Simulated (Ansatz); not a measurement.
# Lattice dynamics of NaSe (Fm-3m), part 2 of 2

How does NaSe (Fm-3m) vibrate, and is this structure a minimum?

Ansatz 0.2.0; DFT PBEsol, scalar-relativistic, plane waves, PAW; PAW set soft_1.

So far. Step 5 (The orders compared): The start carried on is the ferromagnetic one. Step 7 (Tight relaxation): The forces vanish by symmetry and the pressure is -0.006 GPa, within the tolerances set. The cell now holds 25.28 Å³/atom. The relaxed cell has a = 5.870 Å (conventional setting).

## (8) Linear response at the zone centre

The zone centre comes first: it holds the modes that light can see, as far as symmetry allows. No field response is asked, since the mesh shows no gap.

Contents of input.yaml:

```yaml
crystal:
  lattice:
    - [0.0, 2.9350370986, 2.9350370986]
    - [2.9350370986, 0.0, 2.9350370986]
    - [2.9350370986, 2.9350370986, 0.0]
  atoms:
    - { symbol: Na, position: [0.0, 0.0, 0.0] }
    - { symbol: Se, position: [0.5, 0.5, 0.5], spin: 0.74 }
kpoints:
  mp_grid: { grid: [12, 12, 12] }
hamiltonian:
  xc: pbesol
  pseudopotentials: { kind: paw, azcp: { folder: soft_1 }, xc_functional: pbe }
scf:
  occupations: { method: gaussian, width: 0.15 }
output:
  eigenvalues: true
  populations: true
magnetization:
  spin_polarized: true
phonons:
  method: dfpt
```

On the command line:

```bash
> ansatz run input.yaml --threads 4 --pin off --max-ram 10240MiB --backend cpu --events-out ev --progress --plain --runs-dir out
```

Numbers of over 12 decimals in the logs are rounded to 6 here.

What it wrote:

```text
[...]
Crystal: 2 atoms, lattice volume = 50.567 Å³
Basis set: ecut = 420 eV, 965 PW (Γ), exchange–correlation on 60×60×60 points (8 copies of the dense FFT grid, shifted against one another)
Bands: 17, of which v1, the nominal top of the filled ones, is band 13 counted from 1 (12 counted from 0)
Symmetry: 48 space group operations
[...]
k-points: 72 of 1728
[...]
Starting moments: Σ|m| = 0.74 μB on 1 of 2 sites
[...]
SCF 1 converged in 19 iterations: F = -6900.837769 eV  dr2 = 7.03e-10
[...]
a single point of the input's cell can leave the moments in the input for a lower state (scf.lower_state_search): this run first made a single point of its cell. This run's own SCFs start from the density of the state that the single point found, with the moments in the input. The single point stayed on the moments in the input.
k-points: 163 of 1728 (irreducible under 8 space group operations, time reversal used)
[...]
Stability of the state it starts from, as read at its close in the collinear treatment: not read negative (Ritz values of 1 − χ₀K, real part plus size of imaginary part, from 0.55 to 0.89, by its mixing steps under the symmetry group of the SCF that read it); its run was given moments
[...]
SCF iter   5: F=-6900.837769 eV  HF=-6900.837769 eV  |F-HF|=1.82e-12  |Δ(HF+E_count)|=  2.91e-11  Δρ=4.74e-8 (↑4.74e-8 ↓4.15e-8)  dr2=2.02e-12  dr2_m=5.67e-13  M=0.914 μB ∫|m|=0.932 μB  ethr=1.00e-12  ⟨swp⟩=4.1  Hψ=23314  notcnv=0
SCF 2 converged in 5 iterations: F = -6900.837769 eV  dr2 = 2.02e-12
DFPT response loops at Γ: preconditioner auto → Kerker (q_TF=auto, 2.426 Å⁻¹) (partly filled bands, converged f_vac=0.008); β = 1.00, the filter's whole step (`scf.mixing.beta` (0.30) is not read by the response loops under this deck's `scf.mixing.preconditioner`; to damp them name `kerker` or `kerker_dos`, under which they read `scf.mixing.beta`, and type it under 1.00, their step now; both keys bind the ground state too); Broyden in place of MSR1
SCF converged after 5 iterations
Magnetization: 0.9142 μB (12.9571 up, 12.0429 down)
Absolute magnetization: 0.9188 μB (∫|ρ↑−ρ↓|, with the PAW one-centre terms)
[...]
Per-site moments (μB) at R_I (Å): [(0.017678, 1.210703), (0.674833, 1.210703)]
Free energy (F): -6900.837769 eV
[...]
Internal energy: -6900.814453 eV  (E = F + TS)
E sigma→0 (E₀):  -6900.826111 eV
Entropy (-TS):   -0.023316 eV (-11.658 meV/atom)
Fermi energy:    3.433265 eV
[...]
--- Band table (eV; the first three rows and the last of 326) ---
  k-point 0 ↑: bands = [... 9 lower, -8.5048, 3.5170, 3.5170, 3.5170, 7.2507, 11.9740, 11.9740, 11.9740]
  k-point 1 ↑: bands = [... 9 lower, -8.4735, 3.2076, 3.4869, 3.4869, 7.5731, 11.7137, 12.0798, 12.0798]
  k-point 2 ↑: bands = [... 9 lower, -8.3860, 2.5299, 3.4071, 3.4071, 8.2188, 11.4008, 12.2798, 12.2798]
  k-point 162 ↓: bands = [... 9 lower, -7.1514, 2.1830, 2.1830, 2.8806, 10.5271, 11.6906, 11.6906, 12.6296]
--- Phonons (Γ-DFPT): 2 representative perturbations + reference, on 163 of 1728 k-points (Σ response iterations 6) ---
  k mesh reduced under 8 symmetry operations, with k and −k counted as one. Each operation leaves every solved perturbation unchanged. A smaller set is not used because it would not reduce the number of displacements times k-points to solve
  ASR residual: 5.219e-5 → 0.000e0 eV/Å²; symmetrization residual: 1.631e-6 eV/Å²
  ASR residual per site (eV/Å²): 5.22e-5 5.25e-6
  Γ frequencies (cm⁻¹): 0.00 0.00 0.00 171.06 171.06 171.06
  non-analytic LO–TO correction: not included (Born effective charges unavailable; polar crystals: no LO–TO splitting at Γ)
--- Löwdin populations: 2 sites ---
  site symbol       q [e]    m [muB]
     0     Na      8.3866    -0.0148
     1     Se     16.5729     0.9301
  spilling = 0.001619 (of n_electrons = 25.000000)
```

The job ended after 15 s (4 threads of Intel Xeon Platinum 8375C at 2.90GHz (Ice Lake), shared host; peak memory 0.92 GiB; 55 s of CPU time).

This step gave:

```yaml
sum_rule_residual_before_enforcement: 5.22e-5 eV/Å²
point_group: m-3m
highest_optical_mode_at_the_zone_centre_no_lo_to_term: 171.1 cm⁻¹
lowest_optical_zone_centre_mode: 171.1 cm⁻¹
```

Patterns of degenerate modes are one choice out of their space. Modes at Γ, with each element's share of the kinetic energy:

```tsv
mode	frequency (cm⁻¹)	symmetry	Na %	Se %
1	0.0	acoustic	23	77
2	0.0	acoustic	23	77
3	0.0	acoustic	23	77
4	171.1	T1u	77	23
5	171.1	T1u	77	23
6	171.1	T1u	77	23
```

Displacements in mode 6 (171.1 cm⁻¹), the largest set to 1:
```
Na1  0.00  0.03  1.00
Se2  0.00 -0.01 -0.29
```

Before it was imposed, the acoustic sum rule was missed by 5.2e-5 eV/Å². Small misses are needed for a sound result but don't prove that mesh and cutoff are converged. The lowest optical mode is real, 171 cm⁻¹.

## (9) Response at finite wavevector

Stability and thermal properties need the whole zone. Linear response on a 4×4×4 q mesh gives force constants as far as a supercell of that size would.

Edit input.yaml of step 8 so:

```diff
@@ -22 +22,8 @@
   method: dfpt
+  qmesh: [4, 4, 4]
+  temperatures: { t_max: 1000, t_step: 50 }
+  qpath:
+    path:
+      - [[0.0, 0.0, 0.0], [0.5, 0.0, 0.5], [0.625, 0.25, 0.625]]
+      - [[0.375, 0.375, 0.75], [0.0, 0.0, 0.0], [0.5, 0.5, 0.5], [0.5, 0.25, 0.75], [0.5, 0.0, 0.5]]
+    npoints: 10
```

What it wrote:

```text
[...]
Crystal: 2 atoms, lattice volume = 50.567 Å³
Basis set: ecut = 420 eV, 965 PW (Γ), exchange–correlation on 60×60×60 points (8 copies of the dense FFT grid, shifted against one another)
Bands: 17, of which v1, the nominal top of the filled ones, is band 13 counted from 1 (12 counted from 0)
Symmetry: 48 space group operations
[...]
k-points: 72 of 1728
[...]
Starting moments: Σ|m| = 0.74 μB on 1 of 2 sites
[...]
SCF 1 converged in 19 iterations: F = -6900.837769 eV  dr2 = 7.03e-10
[...]
SCF iter   5: F=-6900.837769 eV  HF=-6900.837769 eV  |F-HF|=4.55e-12  |Δ(HF+E_count)|=  3.18e-11  Δρ=4.71e-8 (↑4.71e-8 ↓4.18e-8)  dr2=1.95e-12  dr2_m=5.61e-13  M=0.914 μB ∫|m|=0.932 μB  ethr=1.00e-12  ⟨swp⟩=3.9  Hψ=10284  notcnv=0
SCF 2 converged in 5 iterations: F = -6900.837769 eV  dr2 = 1.95e-12
[...]
SCF iter   4: F=-6900.837769 eV  HF=-6900.837769 eV  |F-HF|=9.09e-13  |Δ(HF+E_count)|=  1.82e-12  Δρ=6.17e-8 (↑5.17e-8 ↓6.17e-8)  dr2=3.59e-12  dr2_m=5.71e-13  M=0.914 μB ∫|m|=0.932 μB  ethr=1.00e-12  ⟨swp⟩=2.0  Hψ=4822  notcnv=0
SCF 3 converged in 4 iterations: F = -6900.837769 eV  dr2 = 3.59e-12
phonons: the bands overlap, so this run is a metal and interpolates without the dipole-dipole term. If the crystal is really an insulator or semiconductor, its LO-TO splitting is missing
NSCF: frozen V_eff on 72 k-points
[...]
DFPT response loops at q = (0, 0, 0) (fractional): preconditioner auto → Kerker (q_TF=auto, 2.426 Å⁻¹) (partly filled bands, converged f_vac=0.008); β = 1.00, the filter's whole step (`scf.mixing.beta` (0.30) is not read by the response loops under this deck's `scf.mixing.preconditioner`; to damp them name `kerker` or `kerker_dos`, under which they read `scf.mixing.beta`, and type it under 1.00, their step now; both keys bind the ground state too); Broyden in place of MSR1
[...]
SCF converged after 5 iterations
Magnetization: 0.9142 μB (12.9571 up, 12.0429 down)
Absolute magnetization: 0.9188 μB (∫|ρ↑−ρ↓|, with the PAW one-centre terms)
[...]
Per-site moments (μB) at R_I (Å): [(0.017678, 1.210703), (0.674833, 1.210703)]
Free energy (F): -6900.837769 eV
[...]
Internal energy: -6900.814453 eV  (E = F + TS)
E sigma→0 (E₀):  -6900.826111 eV
Entropy (-TS):   -0.023316 eV (-11.658 meV/atom)
Fermi energy:    3.433265 eV
[...]
--- Band table (eV; the first three rows and the last of 144) ---
  k-point 0 ↑: bands = [... 9 lower, -8.5048, 3.5170, 3.5170, 3.5170, 7.2507, 11.9740, 11.9740, 11.9740]
  k-point 1 ↑: bands = [... 9 lower, -8.4735, 3.2076, 3.4869, 3.4869, 7.5731, 11.7137, 12.0798, 12.0798]
  k-point 2 ↑: bands = [... 9 lower, -8.3860, 2.5299, 3.4071, 3.4071, 8.2188, 11.4008, 12.2798, 12.2798]
  k-point 71 ↓: bands = [... 9 lower, -7.1514, 2.1830, 2.1830, 2.8806, 10.5271, 11.6906, 11.6906, 12.6296]
--- Phonons (Γ-DFPT): 2 representative perturbations + reference (Σ response iterations 6) ---
  ASR residual: 5.481e-5 → 0.000e0 eV/Å²; symmetrization residual: 2.493e-7 eV/Å²
  ASR residual per site (eV/Å²): 5.48e-5 1.97e-6
  Γ frequencies (cm⁻¹): 0.00 0.00 0.00 171.06 171.06 171.06
--- Phonons (arbitrary-q DFPT): 8 irreducible q on the 4×4×4 mesh ---
  q = [0.0000, 0.0000, 0.0000] (star 1, of the zone-centre solve; hermiticity 2.60e-7, symmetrization 8.37e-12): -0.00 0.00 0.00 171.06 171.06 171.06
  q = [0.0000, 0.0000, 0.2500] (star 8, 2 solved perturbations on 936 of 1728 k-point pairs; hermiticity 1.56e-7, symmetrization 1.37e-11): 41.94 45.49 45.49 159.42 160.52 160.52
[...]
q = [0.0000, 0.2500, 0.2500] (star 6, 4 solved perturbations in 1608 linear systems a pass and spin channel, the states on 510 of 1728 k-point pairs; hermiticity 1.46e-6, symmetrization 1.34e-12): -39.21 -39.21 65.93 149.41 173.91 173.91
[...]
sum rule: each row above includes the acoustic sum rule's correction from the zone centre's row sums; it moved no ω² by more than (0.81 cm⁻¹)²
  mesh force constants: q→R imaginary residual 7.91e-18; ASR residual 5.481e-5 → 0.000e0 eV/Å²; symmetrization residual 2.442e-15 eV/Å²
  interpolated dispersion: 62 rows × 6 modes
  density of states and harmonic sums: on the 20×20×20 q-mesh, interpolated from the force constants of a 4×4×4 supercell (no non-analytic term)
  largest difference from the sums on the solved wave vectors: F 1.78e-2 eV, S 2.71e-5 and C_V 9.30e-6 eV/K
  zero-point energy: 0.035678 eV/cell   skipped modes (ω ≤ 0): 321, of them read as no rigid motion or as one in doubt: 318 (1.233e0 modes/cell left out, lowest -54.48 cm⁻¹)   left out of the sums: 2.05e-1 of the cell's modes: C_V's classical limit lies that fraction below 3 k_B per atom; for a crystal, a wire or a layer, F and S can be off by more, and a phonons.interpolated_qmesh denser along its periods is the remedy for the sampling
--- Löwdin populations: 2 sites ---
  site symbol       q [e]    m [muB]
     0     Na      8.3866    -0.0148
     1     Se     16.5729     0.9301
  spilling = 0.001619 (of n_electrons = 25.000000)
```

Wall time 6.4 min (4 threads); peak memory 5.7 GiB; 25 min of CPU time.

This step gave:

| Item | Value |
| --- | --- |
| sum-rule residual before enforcement | 5.48e-5 eV/Å² |
| lowest frequency on the path | -54.83 cm⁻¹ |
| highest frequency on the path or at a solved wavevector | 183.3 cm⁻¹ |
| lowest mode on the q mesh (acoustic modes at Γ apart) | -54.48 cm⁻¹ |

Frequencies (cm⁻¹) solved at each irreducible wavevector; negative means imaginary. Frequencies by wavevector, by row:

```tsv
q in reciprocal lattice units	star	mode 1	mode 2	mode 3	mode 4	mode 5	mode 6
0 0 0	1	0	0	0	171.1	171.1	171.1
0 0 0.25	8	41.9	45.5	45.5	159.4	160.5	160.5
0 0 -0.5	4	72.7	72.7	75	145.6	145.6	146
0 0.25 0.25	6	-39.2	-39.2	65.9	149.4	173.9	173.9
0 0.25 -0.5	24	-34	28.6	37.4	162.7	164.8	170
0 0.25 -0.25	12	-54.5	67.8	68.1	146.1	147.5	177
0 -0.5 -0.5	3	-32.1	-32.1	-30.2	176.2	176.2	183.3
0.25 -0.5 -0.25	6	-45.2	-45.2	44.8	147.3	179.6	179.6
```

Interpolated from a 4×4×4 q mesh. The phonon branches at the labelled points (cm⁻¹):

```tsv
point	branch 1	branch 2	branch 3	branch 4	branch 5	branch 6
Γ	0	0	0	171	171	171
halfway	-39	-39	66	149	174	174
X	-32	-32	-30	176	176	183
halfway	-36	-32	-25	173	173	183
U	-46	-14	26	164	166	181
jump to K	-46	-14	26	164	166	181
halfway	-49	66	67	149	150	175
Γ	0	0	0	171	171	171
halfway	42	46	46	159	160	160
L	73	73	75	146	146	146
halfway	-27	33	63	146	166	168
W	-45	-45	45	147	180	180
halfway	-39	-38	12	164	177	182
X	-32	-32	-30	176	176	183
```

The phonon branches as a text plot (rows in cm⁻¹):

```
    178 |      *******************                      *********
    168 |******  *     ****       **********          **      *
    158 |  *    *          *     ***       ***      **      **
    149 |   ****            *****             **************
    139 |
    129 |
    119 |
    109 |
     99 |
     89 |
     79 |                                        *
     69 |    ***             ****              *******
     59 |   *               *    *            *    ** **
     49 |       *           *     **        **       *  ***
     39 |  *               *      **       **       *      *
     30 |        *        **        *     **          *     **
     20 | *              *           *   **          *
     10 |                            *  **             *
      0 |*                            **
    -10 | *       **    * *          *
    -20 |  *           * *          *                         *
    -30 |   *       *****         **                  * *      **
    -40 |    *******   ***       *                     *** ****
    -50 |                 *******                        ***
         Γ           X  U|K            Γ         L        W     X
```

The phonon density of states has structure finer than the step of the table below, so its rows give means over 10 cm⁻¹, whole bins alone (the curve runs from -55 to 183 cm⁻¹). Peaks (cm⁻¹: height): -41.0: 0.0536, 69.0: 0.0571, 147.0: 0.148, 175.0: 0.125.

Tetrahedra on a 20×20×20 mesh, mean over bins of 2 cm-1. Interpolated from a 4×4×4 q mesh. Phonon density of states against wavenumber; means over each step:

wavenumber (cm⁻¹), phonon density of states (1/cm⁻¹/cell) and a bar:
```
      -50      0.021 #######
      -40      0.047 ###############
      -30      0.027 #########
      -20      0.013 ####
      -10      0.009 ###
        0      0.009 ###
       10      0.009 ###
       20      0.012 ####
       30      0.017 #####
       40      0.025 ########
       50      0.033 ##########
       60      0.039 ############
       70      0.038 ############
       80      0.000 
       90      0.000 
      100      0.000 
      110      0.000 
      120      0.000 
      130      0.000 
      140      0.000 
      150      0.090 ############################
      160      0.065 ####################
      170      0.096 ##############################
```

The partial phonon density of states has structure finer than the step of the table below, so its rows give means over 10 cm⁻¹, whole bins alone (the curve runs from -64.5 to 199 cm⁻¹). Peaks (cm⁻¹: height): Na 149.0: 0.100, 173.8: 0.0930; Se -39.7: 0.0429, 53.0: 0.0369, 69.6: 0.0481, 173.8: 0.0219.

Phonopy on the run's constants, 17x17x17 mesh, Gaussian sigma 2.0 cm-1. Interpolated from a 4×4×4 q mesh. Partial phonon density of states against wavenumber; means over each step; values in 1/cm⁻¹/cell:

```tsv
wavenumber (cm⁻¹)	Na	Se
-50	0.00436	0.0187
-40	0.00877	0.0384
-30	0.00545	0.0242
-20	0.00256	0.0118
-10	0.00155	0.00734
0	3.2e-4	0.00172
10	0.00116	0.00571
20	0.00200	0.0106
30	0.00279	0.0169
40	0.00294	0.0216
50	0.00289	0.0308
60	0.00201	0.0353
70	7.2e-4	0.0376
80	5.0e-6	0.00115
90	0	0
100	0	0
110	0	0
120	0	0
130	0	0
140	0.00826	7.2e-5
150	0.0789	0.00324
160	0.0569	0.00805
170	0.0763	0.0168
180	0.0416	0.00939
190	4.7e-4	9.7e-5
```

Second derivatives of the energy by pair, one row for each kind of neighbour of each atom listed. Each entry sums the pair over the periodic images of the supercell that the q mesh stands for, and in a polar crystal it holds the long-range dipole part too. Force constants by pair, by row:

```tsv
atom	neighbour	distance (Å)	third of the trace (eV/Å²)	along the pair's line (eV/Å²)
Na1	itself	0	1.957	–
Na1	Se	2.935	-0.313	-1.031
Na1	Na	4.151	-0.0157	-0.0293
Na1	Se	5.084	0.0023	0.008
Na1	Na	5.87	0.0262	0.0674
Na1	Se	6.563	-0.0021	-0.0175
Na1	Na	7.189	3.00e-4	-2.00e-4
Se2	itself	0	1.342	–
Se2	Na	2.935	-0.313	-1.031
Se2	Se	4.151	0.0419	0.0327
Se2	Na	5.084	0.0023	0.008
Se2	Se	5.87	5.00e-4	0.0154
Se2	Na	6.563	-0.0021	-0.0175
Se2	Se	7.189	-0.0083	-0.0222
```

Symmetry leaves 8 wavevectors to solve. The lowest mode among them, the acoustic zeros apart, lies at q = (0, 0.25, -0.25) and is imaginary, 54.5i cm⁻¹, so the energy falls along it.

## (10) Isotope substitution

An isotope changes the mass and not the force constants, so no new electronic calculation is needed; the shifts show which modes move this element.

The same force constants with the mass of Se changed from 78.971 to 81.917 u (phonopy, no LO-TO term). Both lists are sorted by frequency; levels can cross, so a row need not hold one and the same mode. Modes under 3 cm⁻¹ are left out. Isotope shifts, by row:

```tsv
q	rank	natural mass (cm⁻¹)	changed mass (cm⁻¹)
0 0 0	4	171.1	170.4
0 0 0	5	171.1	170.4
0 0 0	6	171.1	170.4
0 0 0.25	1	41.94	41.28
0 0 0.25	2	45.49	44.79
0 0 0.25	3	45.49	44.79
0 0 0.25	4	159.4	159
0 0 0.25	5	160.5	160.1
0 0 0.25	6	160.5	160.1
0 0 -0.5	1	72.68	71.36
0 0 -0.5	2	72.68	71.36
0 0 -0.5	3	75.02	73.66
0 0 -0.5	4	145.6	145.6
0 0 -0.5	5	145.6	145.6
0 0 -0.5	6	146	146
0 0.25 0.25	1	-39.21	-38.64
0 0.25 0.25	2	-39.21	-38.64
0 0.25 0.25	3	65.93	64.75
0 0.25 0.25	4	149.4	149.4
0 0.25 0.25	5	173.9	173.2
0 0.25 0.25	6	173.9	173.2
```

A mode of this element alone would shift by -1.81 %. The highest zone-centre frequency without the field goes from 171.1 to 170.4 cm⁻¹ (-0.4 %). The product of the frequency ratios over all optical modes at Γ is 0.988; the product rule, (m/m′)^(3k/2) (M′/M)^(3/2) with k = 1 such atoms and M the mass of the cell, gives 0.988.

## (11) Summary of results

```
space group after relaxation (within 0.01 Å)            : Fm-3m
volume per atom                                         : 25.3 Å³
electronic character                                    : no gap on this mesh
highest optical mode at the zone centre (no LO-TO term) : 171 cm⁻¹
lowest optical zone-centre mode                         : 171 cm⁻¹
lowest mode on the q mesh (acoustic modes at Γ apart)   : -54.5 cm⁻¹
highest frequency on the path or at a solved wavevector : 183 cm⁻¹
imaginary modes on the 4×4×4 q mesh                     : yes
net magnetic moment of the cell as run                  : 0.914 μB
```

In words: Modes are clearly imaginary (beyond 10i cm⁻¹) at 5 of the 8 irreducible wavevectors, most at q = (0, 0.25, -0.25) (54.5i cm⁻¹), so this structure is not a minimum of the energy. The optical modes at Γ form one degenerate level at 171 cm⁻¹. The highest mode in this list at Γ, 171.1 cm⁻¹, is mostly motion of Na (77 % of the kinetic energy). The magnetic state is the one that the run reached from its starting moments; a lower one was not ruled out. With no gap, or one that is small against the smearing, the frequencies hang on the k mesh and the smearing, most of all near Kohn anomalies. The PAW files were made for PBE and serve the other functionals too. These are harmonic frequencies at zero temperature: anharmonic shifts, linewidths and thermal expansion are left out.

[Logs are printed without paths, hosts, clocks, repeated set-up lines and the standing remarks that a program may print on its own settings, such as how far it seeks lower states.]

[Hosts, paths, dates, database ids (printed as entryN), source tags and the programs' standing remarks are cut or masked in the printed files.]
